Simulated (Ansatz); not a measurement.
# Simulated XPS, UPS and emission spectra of KCdCO3F, part 2 of 3

Wanted: projected DOS of KCdCO3F, weighted into photoemission and X-ray emission spectra, at several levels of theory. Spin–orbit coupling is left out of the bands throughout.

Ansatz 0.2.0; DFT, PBEsol, plane-wave PAW, default files, scalar-relativistic (the session's first sound run).

So far: The starting structure; The base run.

## 2. The base run (continued)

The intensity has structure finer than the step of the table below, so its rows give means over 1 eV, whole bins alone (the curve runs from -28.4 to 1.42 eV). Peaks (eV: height): F K -2.4: 99.8; F K, E along x -2.4: 145; F K, E along y -2.4: 145; F K, E along z -6.8: 16.4, -3.6: 76.2, -1.2: 28.5; O K -5.2: 29.3, -1.4: 98.1, -0.1: 43.4.

Shapes are the site's partial DOS without matrix elements, which overweights lines from ligand s bands. The intensity by emission energy less the core level's binding energy, zero at the valence-band maximum; means over each step; 7 of 12 lines; values in % of the unpolarised maximum:

```
emission energy less the core level's binding energy (eV)     F K  F K, E along x  F K, E along y  F K, E along z     O K  O K, E along x  O K, E along y
                                                      -27  0.0156          0.0169          0.0169          0.0129  0.0411          0.0437          0.0437
                                                      -26  0.0134          0.0131          0.0131          0.0141  0.0393          0.0502          0.0502
                                                      -25  0.0141          0.0134          0.0134          0.0155  0.0536          0.0726          0.0726
                                                      -24  0.0153          0.0144          0.0144          0.0171  0.0918           0.129           0.129
                                                      -23  0.0170          0.0159          0.0159          0.0191   0.249           0.364           0.364
                                                      -22  0.0195          0.0182          0.0182          0.0221    1.37            2.05            2.05
                                                      -21  0.0220          0.0202          0.0202          0.0256   0.745            1.10            1.10
                                                      -20  0.0238          0.0219          0.0219          0.0275   0.230           0.332           0.332
                                                      -19  0.0277          0.0255          0.0255          0.0322   0.627           0.926           0.926
                                                      -18  0.0314          0.0287          0.0287          0.0368   0.572           0.842           0.842
                                                      -17  0.0353          0.0321          0.0321          0.0418   0.134           0.182           0.182
                                                      -16  0.0413          0.0373          0.0373          0.0494  0.0926           0.117           0.117
                                                      -15  0.0493          0.0442          0.0442          0.0596  0.0915           0.111           0.111
                                                      -14  0.0605          0.0539          0.0539          0.0735   0.106           0.125           0.125
                                                      -13  0.0779          0.0701          0.0701          0.0935   0.141           0.164           0.164
                                                      -12   0.126           0.126           0.126           0.126   0.280           0.315           0.315
                                                      -11   0.312           0.372           0.372           0.191   0.984            1.04            1.04
                                                      -10   0.194           0.162           0.162           0.260   0.471           0.572           0.572
                                                       -9   0.276           0.184           0.184           0.461   0.974            1.31            1.31
                                                       -8   0.655           0.302           0.302            1.36    8.79            12.9            12.9
                                                       -7    4.34           0.918           0.918            11.2    14.5            20.4            20.4
                                                       -6    6.79            3.47            3.47            13.4    13.8            13.2            13.2
                                                       -5    3.42            1.52            1.52            7.21    20.1            20.1            20.1
                                                       -4    11.8            2.75            2.75            29.8    6.12            8.01            8.01
                                                       -3    38.0            42.3            42.3            29.3    8.53            11.3            11.3
                                                       -2    56.4            78.3            78.3            12.6    34.1            32.5            32.5
                                                       -1    12.2            8.07            8.07            20.4    41.2            15.9            15.9
                                                        0    2.89            1.61            1.61            5.46    19.6            28.0            28.0
```

Shapes are the site's partial DOS without matrix elements, which overweights lines from ligand s bands. Emission peaks, by row, the first 40 of 46 rows:

```
          line  energy (eV)  height (%)
           F K       -6.152       8.695
           F K       -3.552        28.6
           F K       -2.352         100
F K, E along x       -2.352       145.3
F K, E along y       -2.352       145.3
F K, E along z       -6.802       16.56
F K, E along z       -6.252       16.28
F K, E along z       -5.302       9.864
F K, E along z       -3.552       76.27
F K, E along z       -1.152       28.55
F K, E along z      -0.1019       9.805
           O K       -7.702       16.09
           O K       -6.602       18.44
           O K       -5.202       29.77
           O K       -3.602       11.82
           O K       -1.352         100
           O K      -0.1019       44.66
O K, E along x       -7.702       23.79
O K, E along x       -6.652       25.11
O K, E along x       -5.202        25.5
O K, E along x       -3.602       16.39
O K, E along x       -2.502       17.57
O K, E along x       -1.702       54.22
O K, E along x      -0.1019       65.53
O K, E along y       -7.702       23.79
O K, E along y       -6.652       25.11
O K, E along y       -5.202        25.5
O K, E along y       -3.602       16.39
O K, E along y       -2.502       17.57
O K, E along y       -1.702       54.22
O K, E along y      -0.1019       65.53
O K, E along z       -6.202       18.87
O K, E along z       -5.252       38.33
O K, E along z       -1.352       254.2
           C K        -18.5       86.18
           C K       -6.252       40.49
           C K       -5.202         100
           C K       -3.602       5.457
C K, E along x        -18.5       129.2
C K, E along x       -6.652       30.89
```

ELF in the ab plane at fractional z = 0.250, with atoms of Cd and O and C within 0.2 Å of it. It is the smooth field of the valence electrons, not physical close to the nuclei.

Ten even steps from '0' (0.01) to '9' (0.87), each cell a mean:
```
85259559511368
52278675111256
21258973352133
00145456895111
34451387796101
88884784795016
95874788971059
65732699820289
89611576200489
85200110000278
22210001100133
34421246630012
76422799950125
97327989930258
```
Columns run along a (5.1 Å), rows up along b (5.1 Å). Atoms in or near the plane, at fractional coordinates: Cd at (0.00, 0.00), O at (0.05, 0.46), O at (0.54, 0.59), O at (0.41, 0.95), C at (0.33, 0.67).

Valence density in the ab plane at fractional z = 0.250, with atoms of Cd and O and C within 0.2 Å of it. It is the smooth field of the valence electrons, not physical close to the nuclei.

Ten steps, logarithmic in the rise over the least value, from '_' (0 e/Å³) to '@' (23 e/Å³), each cell a mean:
```
@@**--::++####++::__..--##@@
**--..--++**++--......--**##
::....--==++==::::::::::----
____..--============::......
..::--======++****++::______
--==++++====**##**==..____..
******==--==****++::____..--
####++::..::==--::______::++
**++--..........________::++
--::..__________________::--
::::::..________________..::
++++==::____......______..--
%%%%++::..::====::..__..--**
@@%%++::--++**++--..__::**@@
```
Columns run along a (5.1 Å), rows up along b (5.1 Å). Atoms in or near the plane, at fractional coordinates: Cd at (0.00, 0.00), O at (0.05, 0.46), O at (0.54, 0.59), O at (0.41, 0.95), C at (0.33, 0.67).

Electrostatic potential energy in the ab plane at fractional z = 0.250, with atoms of Cd and O and C within 0.2 Å of it. With pseudopotentials it is smooth inside the atoms' cores, unlike the true potential.

Values in eV, 14 rows by 14 columns, each cell a mean:
```
-24 -17  -4   3 -21 -44 -44 -17   7   9   5  -8 -19 -25
-15  -6   5   0 -27 -41 -29   0   7   8   3  -9 -17 -19
 -2   5   7   2 -19 -33 -18   1   6   6   4  -2  -9  -8
  7   8   6  -8 -37 -46 -32  -9 -14  -7   5   5   4   5
  9   6  -1 -29 -49 -47 -32 -36 -37 -19   5   8   9   9
  1 -17 -24 -36 -44 -31 -34 -47 -39 -11   9  10  10  10
-29 -42 -34 -15  -9  -8 -30 -34 -17   6  11  11  11   1
-44 -43 -19   3   6   5  -5  -1   9  11  11  11   8 -19
-32 -18   3   8   9   9  10  11  11  11  11  11   5 -21
 -3   4   6   7   9  10  11  11  11  11  11  10   8  -1
  1  -2  -1   3   7  10  11  11  11  11  11  10   9   6
-13 -15 -12  -1   7   9   9   9  11  11  11   9   5  -4
-22 -20 -15  -2   7   4  -7  -5   8  11   9   5  -6 -17
-29 -22 -13   1   0 -25 -36 -22   6  10   7  -2 -15 -24
```
Columns run along a (5.1 Å; values clipped at the 3rd and 97th percentile), rows up along b (5.1 Å). Atoms in or near the plane, at fractional coordinates: Cd at (0.00, 0.00), O at (0.05, 0.46), O at (0.54, 0.59), O at (0.41, 0.95), C at (0.33, 0.67).

Recipe: projected DOS times atomic cross section and asymmetry factor (linear light, 0° from the polarisation), occupied states only, Fermi edge at 300 K, a Lorentzian width of 0.05 eV growing by 0.03 eV per eV of binding energy, and a resolution of 0.6 eV. Curves are cut 10 eV under the photon energy, above any shell that the free atom's threshold puts out of reach, or at the lower edge of the window: 10.1 eV at 21.2 eV, 26.5 eV at 40.8 eV, 28.4 eV at 1486.7 eV and 28.4 eV at 8047.8 eV. A star in tables and legends marks shells that hold the states left over by the projection (0.7 % of the filled ones), a stand-in for orbitals that the files don't project on. Matrix elements of the solid and inelastic losses aren't modelled, nor non-dipole terms, which matter above 3 keV.

Share of each shell in the spectrum's area (%), by photon energy:

```
shell  21.2 eV  40.8 eV  1486.7 eV  8047.8 eV
Cd 5s      0.0      0.0        0.5        3.5
Cd 4d      8.1     33.6       55.6       30.7
 K 3s      0.0      0.0        9.3       29.4
 K 3p      0.0      1.3       10.3        5.0
 F 2s      0.0      1.0        7.7       11.6
 F 2p     15.5     14.9        1.1        0.2
 O 2s      0.0      4.4       13.3       18.1
 O 2p     67.6     39.9        1.3        0.2
 C 2p      8.4      3.8        0.0        0.0
```

Cross sections used, in Mb an electron:

```
shell  21.2 eV  40.8 eV  1486.7 eV  8047.8 eV
Cd 5s   0.0084    0.029     3.6e-4     1.4e-5
Cd 4d     0.96      3.6     0.0026     1.1e-5
 K 3s        -        -     0.0019     3.5e-5
 K 3p        -     0.19     8.2e-4     3.4e-6
 F 2s        -     0.25     0.0014     1.2e-5
 F 2p      2.0      1.6     1.3e-4     2.1e-7
 O 2s        -     0.40     9.4e-4     7.3e-6
 O 2p      2.7      1.6     6.3e-5     9.4e-8
 C 2p      2.7     0.84     9.8e-6     1.2e-8
```

At this level the gap is 3.11 eV on the path.

## 3. With LDA

This step: DFT, LDA, plane-wave PAW, default files, scalar-relativistic (Ansatz 0.2.0).

The run is repeated with LDA on the same cell, to see how much the levels hang on the functional.

File input.yaml:

```yaml
crystal:
  lattice:
    - [5.1349, 0.0, 0.0]
    - [-2.56745, 4.4469538459, 0.0]
    - [0.0, 0.0, 8.846]
  atoms:
    - { symbol: Cd, position: [0.0, 0.0, 0.75] }
    - { symbol: Cd, position: [0.0, 0.0, 0.25] }
    - { symbol: K, position: [0.6666666667, 0.3333333333, 0.0] }
    - { symbol: K, position: [0.6666666667, 0.3333333333, 0.5] }
    - { symbol: F, position: [0.0, 0.0, 0.0] }
    - { symbol: F, position: [0.0, 0.0, 0.5] }
    - { symbol: O, position: [0.5391000001, 0.9453, 0.75] }
    - { symbol: O, position: [0.4062, 0.4608999999, 0.75] }
    - { symbol: O, position: [0.0547, 0.5938, 0.75] }
    - { symbol: O, position: [0.0547, 0.4608999999, 0.25] }
    - { symbol: O, position: [0.5391000001, 0.5938, 0.25] }
    - { symbol: O, position: [0.4062, 0.9453, 0.25] }
    - { symbol: C, position: [0.3333333333, 0.6666666667, 0.75] }
    - { symbol: C, position: [0.3333333333, 0.6666666667, 0.25] }
kpoints:
  mp_grid: { grid: [6, 6, 4] }
  band_path:
    path:
      - [[0.0, 0.0, 0.0], [0.5, 0.0, 0.0], [0.333333, 0.333333, 0.0], [0.0, 0.0, 0.0], [0.0, 0.0, 0.5], [0.5, 0.0, 0.5], [0.333333, 0.333333, 0.5], [0.0, 0.0, 0.5]]
      - [[0.5, 0.0, 0.5], [0.5, 0.0, 0.0]]
      - [[0.333333, 0.333333, 0.5], [0.333333, 0.333333, 0.0]]
    npoints: 6
scf:
  occupations: { method: fermi_dirac, width: 0.02 }
  n_extra_bands: 32
hamiltonian:
  xc: lda
  pseudopotentials: { kind: paw }
output:
  forces: true
  stress: true
  dos:
    projected: true
    de: 0.05
    e_range: [-30, 12]
    nscf_kmesh: { grid: [12, 12, 6] }
  fatbands: true
```

Command:

```bash
$ ansatz run input.yaml --threads 2 --pin off --max-ram 6144MiB --backend cpu --events-out ev --progress --plain --runs-dir out
```

Numbers of over 12 decimals in the logs are rounded to 6 here.

Log:

```text
[...]
Crystal: 14 atoms, lattice volume = 201.995 Å³
Basis set: ecut = 420 eV, 3911 PW (Γ)
Bands: 90, of which v1, the nominal top of the filled ones, is band 58 counted from 1 (57 counted from 0)
Symmetry: 12 space group operations
[...]
k-points: 21 of 144 (time reversal used)
[...]
SCF iter   1: F=—  HF=-24637.662459 eV  |F-HF|=—  |Δ(HF+E_count)|=         —  Δρ=1.62e-2  dr2=4.21e-1  ethr=1.77e-3  ⟨swp⟩=6.0  Hψ=7972  notcnv=0  defer=196
[...]
SCF iter   8: F=-24637.538049 eV  HF=-24637.538049 eV  |F-HF|=4.57e-9  |Δ(HF+E_count)|=   1.93e-7  Δρ=2.61e-6  dr2=1.59e-8  ethr=8.62e-11  ⟨swp⟩=12.6  Hψ=10657  notcnv=0
SCF 1 converged in 8 iterations: F = -24637.538049 eV  dr2 = 1.59e-8
[...]
NSCF: frozen V_eff on 57 k-points
[...]
SCF converged after 8 iterations
Free energy (F): -24637.538049 eV
[...]
Internal energy: -24637.538049 eV  (E = F + TS)
E sigma→0 (E₀):  -24637.538049 eV
Fermi energy:    5.878594 eV
[...]
--- Forces (eV/Å), atoms counted from 1 ---
  atom   1  Cd    -0.00000000    -0.00000000    -0.00000000
  atom   2  Cd     0.00000000    -0.00000000    -0.00000000
  atom   3  K      0.00000000     0.00000000     0.00000000
  atom   4  K     -0.00000000     0.00000000     0.00000000
  atom   5  F      0.00000000    -0.00000000    -0.00000000
  atom   6  F      0.00000000    -0.00000000    -0.00000000
  atom   7  O      0.14151200    -0.01591414     0.00000000
  atom   8  O     -0.08453805    -0.11459591    -0.00000000
  atom   9  O     -0.05697395     0.13051006     0.00000000
  atom  10  O      0.08453805    -0.11459591    -0.00000000
  atom  11  O      0.05697395     0.13051006     0.00000000
  atom  12  O     -0.14151200    -0.01591414     0.00000000
  atom  13  C      0.00000000    -0.00000000    -0.00000000
  atom  14  C     -0.00000000    -0.00000000    -0.00000000
  max |Σ_I F_I| component: 1.90e-16 eV/Å
--- Stress (GPa, compression-positive) ---
       -3.528395       0.000000      -0.000000
        0.000000      -3.528395      -0.000000
       -0.000000      -0.000000      -2.790831
  P = ⅓ Tr σ = -3.2825 GPa (-32.825 kbar)
--- Band table (eV; the first three rows and the last of 21) ---
  k-point 0: bands = [... 54 lower, 3.0681, 3.0681, 3.5951, 4.3538, 7.3360, 9.4936, 9.5235, 10.2684, ... 28 higher]
  k-point 1: bands = [... 54 lower, 3.0622, 3.0622, 3.7152, 4.2552, 7.5156, 8.7950, 9.8647, 10.2052, ... 28 higher]
  k-point 2: bands = [... 54 lower, 3.0464, 3.0464, 3.9970, 3.9970, 8.0360, 8.0360, 10.0559, 10.0559, ... 28 higher]
  k-point 20: bands = [... 54 lower, 3.1009, 3.1009, 4.2496, 4.2496, 9.8239, 9.8239, 10.3096, 10.3096, ... 28 higher]
```

The job ended after 2.4 min (2 threads of Arm Neoverse V2, shared host; peak memory 0.98 GiB).

This step gave:

* free energy: -24637.5380 eV
* Fermi energy: 5.879 eV
* pressure: -3.283 GPa
* gap on the k-mesh: 2.979 eV
* share of occupied states in no projected shell: 0.0074 of the occupied states in the window
* gap on the path: 2.978 eV
* least direct gap on the path: 2.982 eV
* valence top on path: 3.00e-4 eV

Electronic bands along the path, in eV, zero at the valence-band maximum; v1 is the highest filled band, c1 the lowest empty one:

```
    point     v4     v3     v2     v1    c1    c2    c3    c4
        Γ  -1.29  -1.29  -0.76   0.00  2.98  5.14  5.17  5.91
  halfway  -1.27  -1.19  -0.36   0.00  3.73  5.56  5.59  5.93
        M  -1.25  -0.79  -0.04  -0.02  4.73  5.96  5.99  6.10
  halfway  -1.26  -0.78  -0.07  -0.07  4.85  5.94  6.07  6.12
        K  -1.25  -0.74  -0.12  -0.10  5.00  5.94  6.11  6.13
  halfway  -1.29  -1.13  -0.30  -0.01  3.94  5.67  5.72  5.94
        Γ  -1.29  -1.29  -0.76   0.00  2.98  5.14  5.17  5.91
  halfway  -1.29  -1.29  -0.64  -0.10  3.16  4.44  5.51  5.85
        A  -1.31  -1.31  -0.36  -0.36  3.68  3.68  5.70  5.70
  halfway  -1.31  -1.31  -0.22  -0.22  4.34  4.34  5.81  5.81
        L  -1.26  -1.26  -0.03  -0.03  5.23  5.23  5.93  5.93
  halfway  -1.26  -1.26  -0.07  -0.07  5.33  5.33  5.95  5.95
        H  -1.26  -1.26  -0.11  -0.11  5.47  5.47  5.95  5.95
  halfway  -1.31  -1.31  -0.20  -0.20  4.52  4.52  5.84  5.84
        A  -1.31  -1.31  -0.36  -0.36  3.68  3.68  5.70  5.70
jump to L  -1.26  -1.26  -0.03  -0.03  5.23  5.23  5.93  5.93
  halfway  -1.27  -0.95  -0.04  -0.03  4.86  5.78  5.92  5.97
        M  -1.25  -0.79  -0.04  -0.02  4.73  5.96  5.99  6.10
jump to H  -1.26  -1.26  -0.11  -0.11  5.47  5.47  5.95  5.95
  halfway  -1.28  -0.91  -0.12  -0.10  5.12  5.90  6.02  6.07
        K  -1.25  -0.74  -0.12  -0.10  5.00  5.94  6.11  6.13
```

Of the projections kept (Cd s, Cd d, K s, K p, F p, O s, O p, C s, C p, not projected), the largest for each band there; the rest of the weight can lie on other orbitals:

```
point        v4        v3        v2        v1         c1         c2                  c3                  c4
    Γ  O p 0.97  O p 0.97  O p 0.85  O p 0.77  Cd s 0.35   C p 0.39           Cd s 0.68            C p 0.50
    M  O p 0.94  O p 0.42  O p 0.93  O p 0.91  Cd s 0.70   C p 0.50            C p 0.49  not projected 0.48
    K  O p 0.95  F p 0.41  O p 0.93  O p 0.92  Cd s 0.70   C p 0.50  not projected 0.86            C p 0.53
    Γ  O p 0.97  O p 0.97  O p 0.85  O p 0.77  Cd s 0.35   C p 0.39           Cd s 0.68            C p 0.50
    A  O p 0.94  O p 0.94  O p 0.80  O p 0.80  Cd s 0.35  Cd s 0.35            C p 0.47            C p 0.47
    L  O p 0.74  O p 0.74  O p 0.93  O p 0.93  Cd s 0.67  Cd s 0.67            C p 0.48            C p 0.48
```

This run's widths, added to any smearing of the DOS itself: Gaussian 0.15 eV, Lorentzian 0.2 eV plus 0.03 an eV of depth. The intensity by binding energy, zero at the valence-band maximum; values in % of the maximum within 13 eV:

```
binding energy (eV)  21.2 eV  40.8 eV  1486.7 eV  2984.3 eV  5950 eV
                  0     34.2     31.1       5.23       4.77     4.75
                  2     41.3     43.1       9.01       8.32     8.69
                  4     8.35     11.3       6.17       6.27     6.97
                  6     34.9     97.8       98.1       98.1     98.1
                  8     7.99     12.1       9.48       9.79     11.0
                 10        -     1.82       4.48       4.18     4.31
                 12        -     1.04       3.17       2.96     3.09
                 14        -    0.450      0.809      0.848     1.03
                 16        -    0.562      0.972       1.12     1.54
                 18        -     7.37       11.8       14.0     19.7
                 20        -     1.72       5.98       7.35     10.7
                 22        -     2.97       6.08       7.35     10.7
                 24        -    0.316       1.22       1.73     2.97
                 26        -    0.144       3.75       6.28     12.2
                 28        -        -       6.07       10.3     20.3
```

Spectra as before, but with a recipe of its own (widths, and in some runs the light), which changes peak heights and what is resolved: Gaussian 0.15 eV, Lorentzian 0.2 eV plus 0.03 times the binding energy, unpolarised light, analyser at 90°, Fermi edge at 20 K; some photon energies differ too.

The two runs compared:

```
                         quantity  this run  base run  difference
             gap on the path (eV)    2.9784    3.1089      -0.131
least direct gap on the path (eV)    2.9822    3.1118      -0.130
           gap on the k-mesh (eV)    2.9787    3.1089      -0.130
```

The two runs differ clearly in the gap on the path: 2.98 eV against 3.11 eV.

At this level the gap is 2.98 eV on the path.

(Part 2 of 3 ends here.)

[Logs are printed without paths, hosts, clocks, repeated set-up lines and the standing remarks that a program may print on its own settings, such as how far it seeks lower states.]

[Hosts, paths, dates, database ids (printed as entryN), source tags and the programs' standing remarks are cut or masked in the printed files.]

[Maps of the electrostatic potential energy from Ansatz leave out the sawtooth potential of an applied field or a dipole correction, so their vacuum need not be flat; work functions include it.]

[Peak lists hold at most the 14 tallest peaks of each spectrum; further lines can be left out.]
